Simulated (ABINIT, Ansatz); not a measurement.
# A GW chain in ABINIT: Li2SnF6 (P-31m)

How does a plane-wave GW calculation on Li2SnF6 (P-31m) run from the first input to the gap?

Method: PBEsol and many-body steps on it, plane waves, in ABINIT 10.8.3.

## 1. Set-up

Symmetry: P-31m, No. 162, trigonal system. The conventional cell has a = 4.910 Å, b = 4.910 Å, c = 4.538 Å, α = 90.00°, β = 90.00°, γ = 120.00°. Nearest to Li lie 6 F at 1.99 Å. Nearest to Sn lie 6 F at 1.99 Å. Nearest to F lie 2 Li at 1.99 Å and 1 Sn at 1.99 Å. Farther neighbours and most contacts between anions are not listed.

The cell and positions are those that the Materials Project relaxed with its own functionals (PBE, PBE+U or r2SCAN), kept fixed.

## 2. Ground state

This step: ABINIT 10.8.3; DFT, PBEsol, plane waves, norm-conserving pseudopotentials.

The ground-state density comes first.

File run.abi:

```
acell 3*1.0 Angstrom
rprim 
  4.909513934494 -0.000000000024 0.000000000000
  -2.454756967227 4.251763787517 0.000000000000
  0.000000000000 0.000000000000 4.538039080000
ntypat 3
znucl 3 50 9
natom 9
typat 1 1 2 3 3 3 3 3 3
xred 
  0.666666666667 0.333333333333 0.500000000000
  0.333333333333 0.666666666667 0.500000000000
  0.000000000000 0.000000000000 0.000000000000
  0.329091060000 0.329091060000 0.255027190000
  0.670908940000 0.670908940000 0.744972810000
  0.670908940000 0.000000000000 0.255027190000
  0.329091060000 0.000000000000 0.744972810000
  0.000000000000 0.670908940000 0.255027190000
  0.000000000000 0.329091060000 0.744972810000
pp_dirpath "pseudos"
pseudos "Li.upf, Sn.upf, F.upf"
ecut 44
ngkpt 6 6 4
nshiftk 1
shiftk 0 0 0
kptopt 1
chksymbreak 0
nband 43
occopt 1
tolvrs 1e-10
nstep 60
prtwf 0
optforces 0
optstress 0
indata_prefix "in"
outdata_prefix "out"
tmpdata_prefix "tmp"
```

On the command line:

```sh
$ OMP_NUM_THREADS=1 mpirun -n 4 abinit run.abi > log
```

Numbers of over 12 decimals in the logs are rounded to 6 here.

Log:

```text
.Version 10.8.3 of ABINIT. v10.8.2 released Aug 2026.

 Symmetries : space group P-3 1 m (#162); Bravais hP (primitive hexag.)
================================================================================
 Values of the parameters that define the memory need of the present run
     intxc =       0    ionmov =       0      iscf =       7    lmnmax =       6
     lnmax =       6     mgfft =      60  mpssoang =       3    mqgrid =    3001
     natom =       9  nloc_mem =       1    nspden =       1   nspinor =       1
    nsppol =       1      nsym =      12    n1xccc =    2501    ntypat =       3
    occopt =       1   xclevel =       2
-    mband =          43        mffmem =           1         mkmem =           6
       mpw =        8940          nfft =      194400          nkpt =          24
================================================================================
  Rough estimation (10% accuracy) of disk space for files :
================================================================================

--------------------------------------------------------------------------------
------------- Echo of variables that govern the present computation ------------
--------------------------------------------------------------------------------
 -outvars: echo values of preprocessed input variables --------
            acell      1.8897261259E+00  1.8897261259E+00  1.8897261259E+00 Bohr

      chksymbreak           0
             ecut      4.40000000E+01 Hartree
-          fftalg         312

              ixc     -116133
              kpt      0.00000000E+00  0.00000000E+00  0.00000000E+00
                       1.66666667E-01  0.00000000E+00  0.00000000E+00
                       3.33333333E-01  0.00000000E+00  0.00000000E+00
                       5.00000000E-01  0.00000000E+00  0.00000000E+00
                       1.66666667E-01  1.66666667E-01  0.00000000E+00
                       3.33333333E-01  1.66666667E-01  0.00000000E+00
                       3.33333333E-01  3.33333333E-01  0.00000000E+00
                       0.00000000E+00  0.00000000E+00  2.50000000E-01
                       1.66666667E-01  0.00000000E+00  2.50000000E-01
   [... 13 further rows ...]
                       3.33333333E-01  1.66666667E-01  5.00000000E-01
                       3.33333333E-01  3.33333333E-01  5.00000000E-01
         kptrlatt        6    0    0      0    6    0      0    0    4
          kptrlen      3.43026040E+01
P           mkmem           6
            natom           9
            nband          43
            ngfft          60      60      54
             nkpt          24
            nstep          60
             nsym          12
           ntypat           3
              occ      2.000000  2.000000  2.000000  2.000000  2.000000  2.000000
                       2.000000  2.000000  2.000000  2.000000  2.000000  2.000000
                       2.000000  2.000000  2.000000  2.000000  2.000000  2.000000
                       2.000000  2.000000  2.000000  2.000000  2.000000  2.000000
                       2.000000  2.000000  2.000000  2.000000  2.000000  2.000000
                       2.000000  2.000000  2.000000  2.000000  2.000000  0.000000
                       0.000000  0.000000  0.000000  0.000000  0.000000  0.000000
                       0.000000
        optforces           0
        optstress           0
            prtwf           0
            rprim      4.9095139345E+00 -2.4000000000E-11  0.0000000000E+00
[...]
spgroup         162

           tolvrs      1.00000000E-10

             xred      6.6666666667E-01  3.3333333333E-01  5.0000000000E-01
[...]
znucl        3.00000   50.00000    9.00000

================================================================================

 chkinp: Checking input parameters for consistency.

================================================================================
== DATASET  1 ==================================================================
-   mpi_nproc: 4, omp_nthreads: 1 (-1 if OMP is not activated)

--- !DatasetInfo
iteration_state: {dtset: 1, }
dimensions: {natom: 9, nkpt: 24, mband: 43, nsppol: 1, nspinor: 1, nspden: 1, mpw: 8940, }
cutoff_energies: {ecut:  44.0, pawecutdg:  -1.0, }
electrons: {nelect:   7.00000000E+01, charge:   0.00000000E+00, occopt:   1.00000000E+00, tsmear:   1.00000000E-02, }

 Real(R)+Recip(G) space primitive vectors, cartesian coordinates (Bohr,Bohr^-1):
 R(1)=  9.2776367  0.0000000  0.0000000  G(1)=  0.1077861  0.0622303  0.0000000
 R(2)= -4.6388184  8.0346691  0.0000000  G(2)=  0.0000000  0.1244606  0.0000000
 R(3)=  0.0000000  0.0000000  8.5756510  G(3)=  0.0000000  0.0000000  0.1166092
 Unit cell volume ucvol=  6.3925254E+02 bohr^3
 Angles (23,13,12)=  9.00000000E+01  9.00000000E+01  1.20000000E+02 degrees

 getcut: wavevector=  0.0000  0.0000  0.0000  ngfft=  60  60  54
         ecut(hartree)=     44.000   => boxcut(ratio)=   2.10880

--- Pseudopotential description ------------------------------------------------
- Li Generated using ONCVPSP code by D. R. Hamann
-  3.00000   3.00000  180301                  znucl, zion, pspdat
12 -116133 1 -1 1944                          pspcod,pspxc,lmax,lloc,mmax
     nproj     2     2     0
  pspatm : epsatm=    1.78353975
         --- l  ekb(1:nproj) -->
[...]
pspatm: atomic psp has been read  and splines computed

- F Generated using ONCVPSP code by D. R. Hamann
-  9.00000   7.00000  180301                  znucl, zion, pspdat
12 -116133 2 -1 832                           pspcod,pspxc,lmax,lloc,mmax
     nproj     2     2     1
  pspatm : epsatm=    4.89824381
         --- l  ekb(1:nproj) -->
[...]
2   -2.394754
 pspatm: atomic psp has been read  and splines computed

   4.22498214E+03                                ecore*ucvol(ha*bohr**3)
--------------------------------------------------------------------------------

_setup2: Arith. and geom. avg. npw (full set) are    8911.465    8911.455

================================================================================

--- !BeginCycle
iteration_state: {dtset: 1, }
solver: {iscf: 7, nstep: 60, nline: 4, wfoptalg: 0, }
tolerances: {tolvrs: 1.00E-10, }

     iter   Etot(hartree)      deltaE(h)  residm     vres2
 ETOT  1  -383.03485256420    -3.830E+02 2.369E-01 2.034E+03
 ETOT  2  -383.47983899839    -4.450E-01 1.180E-02 6.613E+02
 ETOT  3  -383.67654711947    -1.967E-01 6.221E-03 6.479E+01
 ETOT  4  -383.68569369119    -9.147E-03 1.790E-03 2.150E+00
 ETOT  5  -383.68612805656    -4.344E-04 1.538E-03 1.809E-01
 ETOT  6  -383.68614838272    -2.033E-05 7.257E-04 5.194E-03
 ETOT  7  -383.68614919828    -8.156E-07 3.185E-04 1.206E-04
 ETOT  8  -383.68614920678    -8.501E-09 2.416E-04 7.009E-06
 ETOT  9  -383.68614920746    -6.775E-10 1.775E-04 5.634E-07
 ETOT 10  -383.68614920749    -2.865E-11 1.651E-04 2.110E-08
 ETOT 11  -383.68614920749    -4.718E-12 1.165E-04 7.587E-10
 ETOT 12  -383.68614920751    -1.819E-11 1.088E-04 3.173E-11

 At SCF step   12       vres2   =  3.17E-11 < tolvrs=  1.00E-10 =>converged.

--- !ResultsGS
iteration_state: {dtset: 1, }
comment   : Summary of ground state results
lattice_vectors:
- [  9.2776367,  -0.0000000,   0.0000000, ]
- [ -4.6388184,   8.0346691,   0.0000000, ]
- [  0.0000000,   0.0000000,   8.5756510, ]
lattice_lengths: [   9.27764,    9.27764,    8.57565, ]
lattice_angles: [ 90.000,  90.000, 120.000, ] # degrees, (23, 13, 12)
lattice_volume:   6.3925254E+02
convergence: {deltae: -1.819E-11, res2:  3.173E-11, residm:  1.088E-04, diffor:  0.000E+00, }
etotal    :  -3.83686149E+02
entropy   :   0.00000000E+00
fermie    :   5.66177751E-03
cartesian_stress_tensor: null
pressure_GPa: null
xred      :
- [  6.6667E-01,   3.3333E-01,   5.0000E-01, Li]
- [  3.3333E-01,   6.6667E-01,   5.0000E-01, Li]
- [  0.0000E+00,   0.0000E+00,   0.0000E+00, Sn]
- [  3.2909E-01,   3.2909E-01,   2.5503E-01,  F]
- [  6.7091E-01,   6.7091E-01,   7.4497E-01,  F]
- [  6.7091E-01,  -2.5894E-35,   2.5503E-01,  F]
- [  3.2909E-01,   2.5894E-35,   7.4497E-01,  F]
- [  0.0000E+00,   6.7091E-01,   2.5503E-01,  F]
- [  0.0000E+00,   3.2909E-01,   7.4497E-01,  F]
cartesian_forces: null
force_length_stats: {min: null, max: null, mean: null, }

 Integrated electronic density in atomic spheres:
 ------------------------------------------------
 Atom  Sphere_radius  Integrated_density
[...]
================================================================================

 ----iterations are completed or convergence reached----

 Mean square residual over all n,k,spin=   50.657E-08; max=  10.878E-05
 reduced coordinates (array xred) for    9 atoms
[...]
0.670908940000     -0.000000000000      0.255027190000
       0.329091060000      0.000000000000      0.744972810000
       0.000000000000      0.670908940000      0.255027190000
       0.000000000000      0.329091060000      0.744972810000
 rms dE/dt=  0.0000E+00; max dE/dt=  0.0000E+00; dE/dt below (all hartree)
    1       0.000000000000      0.000000000000      0.000000000000
    2       0.000000000000      0.000000000000      0.000000000000
    3       0.000000000000      0.000000000000      0.000000000000
    4       0.000000000000      0.000000000000      0.000000000000
    5       0.000000000000      0.000000000000      0.000000000000
    6       0.000000000000      0.000000000000      0.000000000000
    7       0.000000000000      0.000000000000      0.000000000000
    8       0.000000000000      0.000000000000      0.000000000000
    9       0.000000000000      0.000000000000      0.000000000000

 cartesian coordinates (angstrom) at end:
    1      2.454757     1.417255     2.269020
[...]
5      1.646918     2.852546     3.380716
    6      3.293837    -1.61e-11     1.157323
    7      1.615677    -7.9e-12     3.380716
    8     -1.646918     2.852546     1.157323
    9     -0.807839     1.399217     3.380716
 length scales=  1.889726125908  1.889726125908  1.889726125908 bohr
              =  1.000000000000  1.000000000000  1.000000000000 angstroms
 prteigrs : about to open file out_EIG
 Fermi (or HOMO) energy (hartree) =   0.00566   Average Vxc (hartree)=  -0.38038
 Eigenvalues (hartree) for nkpt=  24  k points:
 kpt#   1, nband= 43, wtk=  0.00694, kpt=  0.0000  0.0000  0.0000 (reduced coord)
  -4.62915   -3.00674   -3.00674   -3.00640   -1.45965   -1.45847   -0.75554   -0.75554
  -0.75370   -0.72293   -0.71910   -0.71910   -0.66649   -0.66649   -0.66639   -0.62565
  -0.62565   -0.19798   -0.09935   -0.09935   -0.09343   -0.07802   -0.06982   -0.06982
  -0.06128   -0.04338   -0.04338   -0.03543   -0.02929   -0.02929   -0.00453   -0.00453
  -0.00116   -0.00116    0.00382    0.19765    0.40296    0.45039    0.45039    0.45569
   0.54956    0.54956    0.56124
 prteigrs : prtvol=0 or 1, do not print more k-points.

--- !EnergyTerms
iteration_state     : {dtset: 1, }
comment             : Components of total free energy in Hartree
kinetic             :  1.85816308957848E+02
hartree             :  1.31181378364064E+02
xc                  : -6.29570576695062E+01
Ewald energy        : -2.12135156675154E+02
psp_core            :  6.60925362664491E+00
local_psp           : -4.01677704750979E+02
non_local_psp       : -3.05231710604305E+01
total_energy        : -3.83686149207513E+02
total_energy_eV     : -1.04406320033187E+04
band_energy         : -5.04058533820932E+01

== END DATASET(S) ==============================================================
================================================================================

 -outvars: echo values of variables after computation  --------
           etotal     -3.8368614921E+02
            nband          43
             nkpt          24
          spgroup         162
 [... the other variables as echoed above ...]

 Calculation completed.
```

The job ended after 2.2 min (4 MPI ranks of Arm Neoverse V1, shared host; peak memory 0.56 GiB).

This step gave:

```
total energy               : -10440.6320 eV
gap                        : 5.224 eV
k of the valence top       : 0.5, 0, 0
k of the conduction bottom : 0, 0, 0
least direct gap           : 5.274 eV
```

The gap is indirect, with the least direct gap 0.05 eV higher.

[end of part 1 of 3]

[Paths, hosts, dates, memory and timing lines, banners, echoed tables and standing remarks are left out of the program output.]

[Logs are printed without paths, hosts, clocks, repeated set-up lines and the standing remarks that a program may print on its own settings, such as how far it seeks lower states.]

[Runs of the session that timed out or met a known fault of the program may be left out.]

[Hosts, paths, dates, database ids (printed as entryN), source tags and the programs' standing remarks are cut or masked in the printed files.]

[G0W0 gaps are taken among the corrected bands and points alone; a level outside them can change the order at an edge.]

[Where Ansatz stands beside ABINIT at settings called matched, ABINIT's density can come from a denser mesh and the files from another edition; pairs whose starting gaps differed by over 0.03 eV were left out, so agreement reads better than it is.]
